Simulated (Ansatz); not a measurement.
# Glassy 52SiO2-27Al2O3-10ZnO-10SrO (mol %) (4167 atoms): a single point

What does DFT give for glassy 52SiO2-27Al2O3-10ZnO-10SrO (mol %) (4167 atoms) as built?

Calculated with Ansatz 0.2.0; Kohn-Sham DFT, PBE, PAW (set soft_2), localised support functions (medium).

This is a report of a sequence of runs, with most program output left out.

## (1) The structure

The cell holds 4167 atoms: 651 Si, 676 Al, 131 Zn, 131 Sr and 2578 O. Cell: a = 37.281 Å, b = 37.281 Å, c = 37.281 Å, α = 90.0°, β = 90.0°, γ = 90.0°. 4167 atoms (651 Si, 676 Al, 131 Zn, 131 Sr, 2578 O) placed at random at 2.91 g/cm³, melted at 4000 K for 10 ps at fixed volume with the Morse and Coulomb pair potential with partial charges (Pedone, Malavasi, Menziani, Cormack and Segre, J. Phys. Chem. B 110, 11780 (2006)). Quenched from 4000 K to 300 K at 1000 K/ps and fixed volume, held 10 ps at zero pressure, then minimised at fixed cell.

Limits known from the start: The quench rate of 1000 K/ps is orders of magnitude faster than experiment, which tends to freeze in extra defects. The network of bonds at the start is that of the classical potential that made the cell, and needn't be the one that DFT or experiment would give. Sampling is at Γ alone, for a cell whose shortest periodic width is 37 Å.

## (2) Support functions medium

One self-consistent run at the given positions yields energy and forces.

File input.yaml:

```yaml
crystal:
  lattice:
    - [37.28093, 0.0, 0.0]
    - [0.0, 37.28093, 0.0]
    - [0.0, 0.0, 37.28093]
  atoms:
    - { symbol: Si, position: [0.29292, 0.32079, 0.74706] }
    - { symbol: Si, position: [0.50449, 0.03041, 0.05772] }
    - { symbol: Si, position: [0.21919, 0.28039, 0.74178] }
    - { symbol: Si, position: [0.49968, 0.30565, 0.12737] }
    - { symbol: Si, position: [0.90395, 0.02163, 0.00393] }
    - { symbol: Si, position: [0.82352, 0.73435, 0.82777] }
    - { symbol: Si, position: [0.69212, 0.06198, 0.3983] }
    - { symbol: Si, position: [0.77852, 0.81603, 0.44713] }
    - { symbol: Si, position: [0.89936, 0.26177, 0.5224] }
    - { symbol: Si, position: [0.27096, 0.85485, 0.46131] }
    - { symbol: Si, position: [0.12508, 0.26242, 0.95301] }
    - { symbol: Si, position: [0.17193, 0.57804, 0.43929] }
    - { symbol: Si, position: [0.34735, 0.61284, 0.0821] }
    - { symbol: Si, position: [0.18285, 0.65394, 0.35038] }
    - { symbol: Si, position: [0.96145, 0.63195, 0.15732] }
    - { symbol: Si, position: [0.95868, 0.51285, 0.21251] }
    - { symbol: Si, position: [0.11282, 0.53355, 0.84848] }
    - { symbol: Si, position: [0.9265, 0.14985, 0.1632] }
    - { symbol: Si, position: [0.9156, 0.01277, 0.73406] }
    - { symbol: Si, position: [0.45478, 0.72474, 0.46416] }
    - { symbol: Si, position: [0.8281, 0.67465, 0.16214] }
    - { symbol: Si, position: [0.76323, 0.8426, 0.36863] }
    - { symbol: Si, position: [0.30845, 0.97696, 0.82162] }
    - { symbol: Si, position: [0.67496, 0.01673, 0.54604] }
    - { symbol: Si, position: [0.58576, 0.06655, 0.25368] }
    - { symbol: Si, position: [0.72749, 0.48976, 0.14064] }
    - { symbol: Si, position: [0.56691, 0.91014, 0.44078] }
    - { symbol: Si, position: [0.90932, 0.69276, 0.17163] }
    - { symbol: Si, position: [0.2572, 0.07857, 0.79898] }
    - { symbol: Si, position: [0.06305, 0.97343, 0.34501] }
    - { symbol: Si, position: [0.82587, 0.50092, 0.50312] }
    - { symbol: Si, position: [0.59712, 0.0593, 0.72635] }
    [... 4129 atom lines left out ...]
    - { symbol: O, position: [0.19352, 0.63001, 0.94474] }
    - { symbol: O, position: [0.29289, 0.92695, 0.33623] }
    - { symbol: O, position: [0.54507, 0.81451, 0.26923] }
    - { symbol: O, position: [0.60574, 0.51973, 0.0498] }
    - { symbol: O, position: [0.08498, 0.32718, 0.96529] }
    - { symbol: O, position: [0.63675, 0.59262, 0.93806] }
kpoints:
  mp_grid: { grid: [1, 1, 1] }
hamiltonian:
  xc: pbe
scf:
  occupations: { method: fermi_dirac, width: 0.025 }
  eigensolver: { kind: { support_functions: { accuracy: medium } } }
  mixing: { beta: 0.2 }
  max_iter: 150
output:
  forces: true
  stress: true
  populations: true
  dos:
    method: { smearing: { sigma: 0.15 } }
    de: 0.1
    projected: { site_lists: { Al: [Al], O: [O], Si: [Si], Sr: [Sr], Zn: [Zn] } }
  eigenvalues: true
  write_density: true
  write_potential: true
  volumetric_format: npy
```

Launch:

```
$ ansatz run input.yaml --threads 32 --pin off --max-ram 143360MiB --backend cuda --events-out ev --progress --plain --runs-dir out
```

Elapsed: 4.3 min, on 1 × NVIDIA GB200 with 32 threads of Arm Neoverse V2, shared host; peak memory 34 GiB; 11 min of CPU time.

That memory is the host's; the program planned up to 106 GiB on the GPU. Forces of this run were stored rounded, and per-atom blocks of the log weren't kept.

The program notes that the band table was not solved further than the SCF left it, it switched symmetry off and the exchange-correlation potential is rough where the density is thin.

Numbers from this run:

```yaml
free_energy: -3143790.3495 eV
free_energy_per_atom: -754.4493 eV/atom
scf_cycles: 20
pressure: 8.323 GPa
r_m_s_force_component: 0.7897 eV/Å
longest_force: 4.228 eV/Å
fermi_energy: 6.476 eV
spacing_of_highest_filled_and_lowest_empty_level: 1.385 eV
spilling_of_the_projection: 0.01116
```

Neighbours are counted within 2.38 Å (O-Al), 2.12 Å (O-Si), 3.27 Å (O-Sr), 2.50 Å (O-Zn).

Length of the force by element and coordination:

```csv
element,coordination,atoms,mean length of the force (eV/Å),spread,least,most
Al,all,676,0.894,0.369,0.0973,2.41
Al,4,539,0.892,0.363,0.0973,2.41
Al,5,123,0.895,0.395,0.103,2.13
Al,6,14,0.955,0.357,0.211,1.47
O,all,2578,1.32,0.588,0.0426,4.23
O,1,1,2.31,0,2.31,2.31
O,2,1028,1.29,0.578,0.109,4.23
O,3,1353,1.34,0.590,0.0426,3.45
O,4,191,1.35,0.610,0.137,3.14
O,5,5,1.54,0.649,0.699,2.39
Si,all,651,1.43,0.610,0.204,3.83
Sr,all,131,0.660,0.274,0.206,1.47
Sr,4,4,0.830,0.244,0.543,1.16
Sr,5,11,0.778,0.326,0.231,1.47
Sr,6,41,0.666,0.294,0.206,1.25
Sr,7,36,0.645,0.214,0.280,1.20
Sr,8,25,0.621,0.296,0.253,1.40
Sr,9,12,0.655,0.216,0.367,0.958
Sr,10,2,0.359,0.037,0.323,0.396
Zn,all,131,0.845,0.383,0.183,2.10
Zn,3,11,0.837,0.309,0.417,1.53
Zn,4,86,0.903,0.398,0.199,2.10
Zn,5,32,0.654,0.278,0.183,1.56
Zn,6,2,1.41,0.0333,1.37,1.44
```

Löwdin charges by element and coordination (they lack the spilled electrons, 0.062 e an atom on average):

```csv
element,coordination,atoms,mean charge (e),spread,least,most
Al,all,676,1.33,0.0461,1.17,1.47
Al,4,539,1.34,0.0454,1.17,1.47
Al,5,123,1.31,0.043,1.18,1.39
Al,6,14,1.29,0.0333,1.23,1.34
O,all,2578,-0.859,0.0678,-1.35,-0.719
O,1,1,-0.869,0,-0.869,-0.869
O,2,1028,-0.829,0.0477,-1.05,-0.742
O,3,1353,-0.873,0.0668,-1.11,-0.719
O,4,191,-0.922,0.0881,-1.35,-0.769
O,5,5,-0.958,0.0806,-1.05,-0.855
Si,all,651,1.74,0.0347,1.58,1.82
Sr,all,131,1.84,0.0272,1.75,1.90
Sr,4,4,1.83,0.0146,1.81,1.84
Sr,5,11,1.82,0.0382,1.75,1.88
Sr,6,41,1.84,0.0267,1.76,1.88
Sr,7,36,1.83,0.0204,1.79,1.88
Sr,8,25,1.85,0.0258,1.81,1.90
Sr,9,12,1.86,0.0258,1.81,1.90
Sr,10,2,1.86,0.0082,1.86,1.87
Zn,all,131,1.52,0.0213,1.47,1.57
Zn,3,11,1.50,0.013,1.48,1.52
Zn,4,86,1.52,0.0203,1.47,1.55
Zn,5,32,1.53,0.0212,1.48,1.57
Zn,6,2,1.53,0.0077,1.53,1.54
```

Density of states as counts of states in windows of 1 eV (from the Fermi level), total and some projections:

```csv
from (eV),to (eV),total,O p,Zn d
-18,-17,634.3,6.8,0.5
-17,-16,277.6,4.8,0.2
-16,-15,19.6,0.4,0.0
-15,-14,1.1,0.0,0.0
-14,-13,0.0,0.0,0.0
-13,-12,13.8,9.2,0.0
-12,-11,172.3,116.0,0.4
-11,-10,354.4,242.6,1.9
-10,-9,603.0,425.8,9.5
-9,-8,1149.1,813.3,79.0
-8,-7,1926.0,1191.0,413.2
-7,-6,2264.0,1456.0,477.4
-6,-5,2418.0,1944.0,165.9
-5,-4,2651.0,2353.0,70.3
-4,-3,2758.0,2546.0,49.1
-3,-2,1964.0,1846.0,27.7
-2,-1,483.2,456.3,5.4
-1,0,21.3,19.9,0.3
0,1,4.2,0.5,0.0
```

Between -26 and -18 eV lie 5011 more states.

Not all projections were asked for or kept, so they needn't add up to the total.

The levels nearest the highest filled one (over half full), pooled over k-points and spins:

```csv
level less the highest filled one (eV),occupation
-0.194,2
-0.164,2
-0.163,2
-0.114,2
-0.0602,2
0,2
1.38,0
1.63,0
1.77,0
1.80,0
1.81,0
1.83,0
```

Mean Löwdin charges: Al +1.33, O -0.86, Si +1.74, Sr +1.84, Zn +1.52 e (they miss 1.1 % of the electrons, so they add up to more than the cell's charge).

## (3) Distances and neighbours

Bonds and neighbours are counted at the geometry of the runs.

Density 3.13 g/cm³, 12.43 Å³ an atom.

Pair distribution functions g(r), in bins of 0.2 Å:

```csv
r (Å),total,O-O,O-Al,O-Si,O-Sr,O-Zn,Al-Al
1.50,1.03,0.00,0.00,5.31,0.00,0.00,0.00
1.70,2.87,0.00,7.57,6.98,0.00,0.00,0.00
1.90,0.71,0.00,2.72,0.03,0.00,4.02,0.00
2.10,0.20,0.00,0.29,0.00,0.00,3.56,0.00
2.30,0.05,0.02,0.10,0.01,0.09,0.52,0.00
2.50,0.86,1.88,0.13,0.02,2.23,0.15,0.38
2.70,1.54,3.38,0.19,0.06,2.67,0.31,1.34
2.90,1.12,1.86,0.33,0.27,1.36,0.42,2.22
3.10,1.14,1.12,0.59,0.47,0.77,0.67,3.45
3.30,0.96,0.74,0.91,0.85,0.65,0.85,2.23
3.50,0.89,0.63,1.14,1.23,0.71,0.82,0.83
3.70,0.93,0.58,1.29,1.40,0.64,1.19,0.48
3.90,1.00,0.57,1.42,1.52,0.80,1.13,0.58
4.10,1.10,0.61,1.61,1.79,0.95,1.33,0.66
4.30,1.15,0.75,1.70,1.51,0.99,1.44,0.82
4.50,1.01,0.96,1.17,0.92,1.10,1.58,0.86
4.70,0.99,1.23,0.76,0.69,1.32,0.99,0.99
4.90,1.01,1.41,0.63,0.64,1.35,0.75,1.00
5.10,1.02,1.40,0.63,0.65,1.25,0.70,1.19
5.30,1.01,1.26,0.74,0.82,1.05,0.70,1.15
5.50,0.97,1.07,0.80,0.88,0.81,0.82,1.31
5.70,0.97,0.92,0.98,1.04,0.74,0.88,1.12
5.90,0.96,0.80,1.11,1.12,0.73,0.98,1.09
6.10,0.96,0.80,1.15,1.15,0.80,1.11,0.86
6.30,0.97,0.80,1.19,1.17,0.88,1.12,0.75
6.50,0.99,0.84,1.19,1.15,0.92,1.22,0.80
6.70,1.01,0.93,1.12,1.06,1.06,1.08,0.89
6.90,1.02,1.04,1.01,0.97,1.15,1.12,1.00
```

Bonds by pair of elements; cutoffs follow the first minimum of g(r), held within bounds set by covalent radii, and pairs that aren't listed don't count as bonded:

```csv
pair A-B,cutoff (Å),bonds,mean length (Å),spread (Å),shortest (Å),B about A,A about B
O-Al,2.38,2855,1.79,0.111,1.60,1.11,4.22
O-Si,2.12,2604,1.61,0.044,1.50,1.01,4
O-Sr,3.27,897,2.76,0.218,2.38,0.348,6.85
O-Zn,2.5,549,2.04,0.109,1.87,0.213,4.19
```

How many atoms have how many bonded neighbours:

```csv
element,mean,1,2,3,4,5,6,7,8,9,10
Al,4.22,0,0,0,539,123,14,0,0,0,0
O,2.68,1,1028,1353,191,5,0,0,0,0,0
Si,4,0,0,0,651,0,0,0,0,0,0
Sr,6.85,0,0,0,4,11,41,36,25,12,2
Zn,4.19,0,0,11,86,32,2,0,0,0,0
```

Bond angles (no mean is given where the spread exceeds 20°):

```csv
angle,count,mean (°),spread (°)
O-Al-O,4674,108,17.7
O-Si-O,3906,109,6.8
Al-O-Si,1620,133,17.7
Al-O-Al,1214,-,-
```

Oxygen atoms by the number of network formers (Si, P, Ge, B, Al, As, Ga) bound to them:

```csv
network formers bound to O,O atoms,per cent
0,3,0.1
1,217,8.4
2,1843,71.5
3,504,19.6
4,11,0.4
```

Network units: each former by its oxygen neighbours and how many of them bridge to another former:

```csv
former,O neighbours,bridging O,atoms
Si,4,2,17
Si,4,3,128
Si,4,4,506
Al,4,3,48
Al,4,4,491
Al,5,4,7
Al,5,5,116
Al,6,6,14
```

Bond length by coordination (bonds to H left out):

```csv
element,coordination,atoms,mean bond length (Å)
Al,4,539,1.76
Al,5,123,1.88
Al,6,14,1.96
O,1,1,1.54
O,2,1028,1.65
O,3,1353,1.92
O,4,191,2.15
O,5,5,2.27
Sr,4,4,2.64
Sr,5,11,2.65
Sr,6,41,2.73
Sr,7,36,2.76
Sr,8,25,2.81
Sr,9,12,2.81
Sr,10,2,2.75
Zn,3,11,1.96
Zn,4,86,2.02
Zn,5,32,2.08
Zn,6,2,2.15
```

Rings of the network by King's shortest-path rule, up to 12 atoms, one path for each pair of neighbours; H, halogens, alkali and alkaline-earth atoms are left out, and the last column divides by all other atoms, bonded or not:

```csv
ring size (atoms),rings,per network atom
4,303,0.075
6,626,0.155
8,1179,0.292
10,1365,0.338
12,845,0.209
```

For some of the pairs, g(r) has its first main peak near 2.7 Å (O-O), 1.8 Å (O-Al), 1.6 Å (O-Si), 2.6 Å (O-Sr), 2.0 Å (O-Zn) and 3.1 Å (Al-Al). Counting bonds as in the table, 80 % of Al atoms have 4, 52 % of O atoms have 3, all Si atoms have 4 and 31 % of Sr atoms have 6 bonded neighbours. The O-Al-O angle averages 108° with a spread of 18°. Counting bonds to Si and Al alone, not to Zn, 72 % of the oxygens join two of these atoms and 8 % one; 20 % join three; 0 % join four; 0 % join none. The commonest Al unit has 4 oxygens, 4 of them shared with other formers (491 of 676 atoms). Rings of 10 atoms are the most common (32 % of those counted); sizes run from 4 to 12, where the search stops.

The surroundings of Al1220, which has 5 bonded neighbours where the commonest count for Al is 4, nearest first, numbered as they follow in the input and with coordinates relative to it.

```csv
atom,x,y,z,distance (Å),bonds,Löwdin charge (e),Fx,Fy,Fz (eV/Å)
Al1220,0.00,0.00,0.00,0.00,5,1.25,-0.45,-0.77,-0.93
O2898,-0.01,1.06,1.39,1.75,3,-0.93,1.69,0.33,-0.55
O2882,-1.41,-1.12,0.05,1.80,3,-0.94,-0.06,0.18,-0.44
O2732,1.70,0.60,-0.78,1.97,4,-0.95,0.76,0.11,0.96
O3650,-1.05,0.70,-1.59,2.02,3,-0.88,-0.76,0.33,1.18
O2260,0.96,-1.36,1.21,2.06,3,-0.80,-0.27,2.00,-0.25
O1640,0.21,-1.37,-2.38,2.75,2,-0.83,0.10,-0.51,-0.26
Si220,-0.32,0.06,-2.90,2.92,4,1.71,0.52,0.35,0.67
Zn1425,-2.80,-0.20,-1.02,2.99,4,1.52,0.57,-0.12,0.18
Al925,0.60,-0.86,2.95,3.13,5,1.30,0.36,-0.04,-0.07
Al1301,-1.45,-2.60,1.05,3.15,5,1.32,0.14,0.18,0.70
Al1216,1.53,2.00,-1.92,3.17,4,1.30,-0.65,0.24,-0.69
Si562,1.43,-2.82,0.68,3.23,4,1.74,-0.94,0.32,0.71
```

The column of bonds counts only the pairs O-Al within 2.38 Å, O-Si within 2.12 Å, O-Sr within 3.27 Å, O-Zn within 2.50 Å; other neighbours, such as metal atoms beside each other in a compound, aren't counted, and periodic images can show an atom twice.

## (4) Truncated density matrix

Cutting the density matrix at a range is meant to remove the step that grows fastest with size; it needs a cell with a gap.

This step: Kohn-Sham DFT, PBE, PAW (set soft_2), localised support functions (medium), truncated density matrix (Ansatz 0.2.0).

input.yaml, the sections that differ from step 2:

```yaml
scf:
  occupations: { method: fermi_dirac, width: 0.025 }
  eigensolver:
    kind:
      support_functions: { accuracy: medium, density_matrix: { truncated: {} } }
  mixing: { beta: 0.2 }
  max_iter: 150
output:
  forces: true
# crystal, kpoints, hamiltonian: as in step 2
```

It took 2 min on 1 × NVIDIA GB200 with 32 threads; peak memory 11 GiB.

That memory is the host's.

The program notes that the search for missed states was only partial.

Forces differ from the reference by 0.33 meV/Å r.m.s., 0.041 % of their size.

## (5) Support functions low

The support functions are set to the level low, against medium in the reference.

This step: Kohn-Sham DFT, PBE, PAW (set soft_2), localised support functions (low) (Ansatz 0.2.0).

input.yaml, the sections that differ from step 4:

```yaml
scf:
  occupations: { method: fermi_dirac, width: 0.025 }
  eigensolver: { kind: { support_functions: { accuracy: low } } }
  mixing: { beta: 0.2 }
  max_iter: 150
# crystal, kpoints, hamiltonian, output: as in step 4
```

It took 3.1 min on 1 × NVIDIA GB200 with 32 threads; peak memory 11 GiB.

That memory is the host's; the program planned up to 105 GiB on the GPU.

Forces differ from the reference by 0.33 meV/Å r.m.s., 0.041 % of their size.

## (6) The ladder side by side

Each row is set against the support-function reference (Kohn-Sham DFT, PBE, PAW (set soft_2), localised support functions (medium); r.m.s. force component 0.790 eV/Å). Energies are set beside the reference only for runs with its functional, potentials and electron count. Times are for 1 × NVIDIA GB200 with 32 threads of Arm Neoverse V2, shared host. The reference's time includes the DOS, the stress and grids, which some other runs skip.

```csv
run,"Δ force, r.m.s. (meV/Å)",share of r.m.s. force (%),Δ energy (meV/atom),Δ gap (eV),cycles,time,host memory (GiB)
reference,-,-,-,-,20,4.3 min,34
truncated density matrix,0.327,0.0414,0.0014,-,31,2 min,11
support functions low,0.325,0.0411,0.0032,-6.0e-4,17,3.1 min,11
```

## (7) What came out

```
free energy per atom                             : -754.4493 eV/atom
pressure                                         : 8.323 GPa
r.m.s. force component                           : 0.7897 eV/Å
gap (highest filled to lowest empty level) : 1.385 eV
wall time of the 3 DFT runs                      : 9.4 min
```

Between filled and empty levels lie 1.38 eV (at Γ alone); a semilocal functional tends to put such gaps too low. In a disordered cell it changes from sample to sample, and tail or defect levels can set it. Counting bonds as in the table, 80 % of Al atoms have 4, 52 % of O atoms have 3, all Si atoms have 4 and 31 % of Sr atoms have 6 bonded neighbours.

Among numerical settings the shift of the forces runs from 0.33 meV/Å (support functions low) to 0.33 meV/Å (truncated density matrix).

Caveats: The geometry was minimised with a classical potential after classical dynamics and isn't relaxed at this level: its force components are 0.79 eV/Å r.m.s. The classical run held zero pressure, yet DFT finds 8.3 GPa in this frame, which points to a density or bond lengths far off those of this functional.

[Logs are printed without paths, hosts, clocks, repeated set-up lines and the standing remarks that a program may print on its own settings, such as how far it seeks lower states.]

[Hosts, paths, dates, database ids (printed as entryN), source tags and the programs' standing remarks are cut or masked in the printed files.]
